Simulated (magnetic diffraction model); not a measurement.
## Solving a magnetic structure from powder neutron data: CaCr2Os

Space group Cmcm (no. 63), a = 3.9250 Å, b = 9.5350 Å, c = 6.9580 Å.

| site | atom | x | y | z |
| --- | --- | --- | --- | --- |
| 4c | Os | 0 | 0.2180 | 3/4 |
| 8f | Cr | 1/2 | 0.1438 | 0.9402 |
| 4c | Ca | 1/2 | 0.4289 | 3/4 |

The compound is invented for this exercise: a known structure type with other elements, its cell scaled to their sizes and not relaxed.

Only Cr is taken to order (form factors of Cr2+); orders and moment sizes are assumed, and not adapted to the symmetry. Radiation: neutrons of λ = 1.594 Å, 3° to 45°; isotropic B of 0.45 Å² (Os), 0.55 Å² (Cr) and 0.7 Å² (Ca). Simulated constant-wavelength pattern: nuclear and magnetic terms add, the magnetic one as |2.695 fm × Σ f S⊥ exp(2πi Q·r) exp(−B s²)|², summed over all Q at one angle with the factor 1/(sin²θ cos θ). For collinear order S is the moment m, which repeats by lattice and centring translations R with the sign exp(−2πi k·R). Free-ion form factors, Sears's scattering lengths of 1992, no absorption; a label names one of the reflections at its angle. The strongest nuclear line in the range is 100, and lines under 0.2 are left out.

Above the ordering temperature:

```
2θ (°)    index      I
 19.25  (0 2 0)   36.6
 23.38  (0 2 1)    6.6
 25.37  (1 1 0)    2.0
 26.49  (0 0 2)   26.8
 28.68  (1 1 1)   36.8
 32.95  (0 2 2)   11.2
 37.00  (1 1 2)   51.3
 37.65  (1 3 0)    0.7
 40.05  (1 3 1)  100.0
 41.39  (0 4 1)   40.8
 44.93  (0 2 3)    6.5
```

Below it (cell unchanged):

```tsv
2θ (°)	I
19.25	36.6
23.38	43.1
25.37	2.0
26.49	26.8
28.68	67.4
32.95	11.4
37.00	54.0
37.65	0.7
40.05	103.1
41.39	42.4
44.93	6.7
```

**Question.** Find the propagation vector, then choose among these models:
A. collinear moments along [110], 2.24 μB on Cr; signs + at (1/2, 0.1438, 0.9402), − at (1/2, 0.1438, 0.5598), − at (0, 0.3562, 0.0598), + at (0, 0.3562, 0.4402)
B. collinear moments along [110], 2.24 μB on Cr; signs + at (1/2, 0.1438, 0.9402), + at (1/2, 0.1438, 0.5598), + at (0, 0.3562, 0.0598), + at (0, 0.3562, 0.4402)
C. collinear moments along [001], 2.24 μB on Cr; signs + at (1/2, 0.1438, 0.9402), + at (1/2, 0.1438, 0.5598), + at (0, 0.3562, 0.0598), + at (0, 0.3562, 0.4402)
D. collinear moments along [001], 2.24 μB on Cr; signs + at (1/2, 0.1438, 0.9402), − at (1/2, 0.1438, 0.5598), − at (0, 0.3562, 0.0598), + at (0, 0.3562, 0.4402)

No line moves, and magnetic intensity falls on nuclear lines such as the one at 23.38°, so the magnetic cell equals the chemical primitive cell: k = 0.

Magnetic intensity, observed (below minus above) and for each model:

| 2θ (°) | index | observed | A | B | C | D |
| --- | --- | --- | --- | --- | --- | --- |
| 19.25 | (0 2 0) | <0.2 | <0.2 | 0.4 | 3.0 | <0.2 |
| 23.38 | (0 2 1) | 36.5 | 22.4 | 3.5 | 5.7 | 36.5 |
| 25.37 | (1 1 0) | <0.2 | <0.2 | 15.1 | 20.0 | <0.2 |
| 26.49 | (0 0 2) | <0.2 | 10.8 | 12.3 | <0.2 | <0.2 |
| 28.68 | (1 1 1) | 30.5 | 31.3 | 4.9 | 4.8 | 30.5 |
| 37.65 | (1 3 0) | <0.2 | <0.2 | 5.2 | 12.1 | <0.2 |
| 39.07 | (0 4 0) | <0.2 | <0.2 | 0.7 | 5.1 | <0.2 |
| 44.93 | (0 2 3) | 0.2 | 1.1 | 4.7 | 1.1 | 0.2 |

Model D matches.

The structure used: k = (0 0 0), collinear moments along [001], 2.24 μB on Cr; signs + at (1/2, 0.1438, 0.9402), − at (1/2, 0.1438, 0.5598), − at (0, 0.3562, 0.0598), + at (0, 0.3562, 0.4402).

[Logs are printed without paths, hosts, clocks, repeated set-up lines and the standing remarks that a program may print on its own settings, such as how far it seeks lower states.]
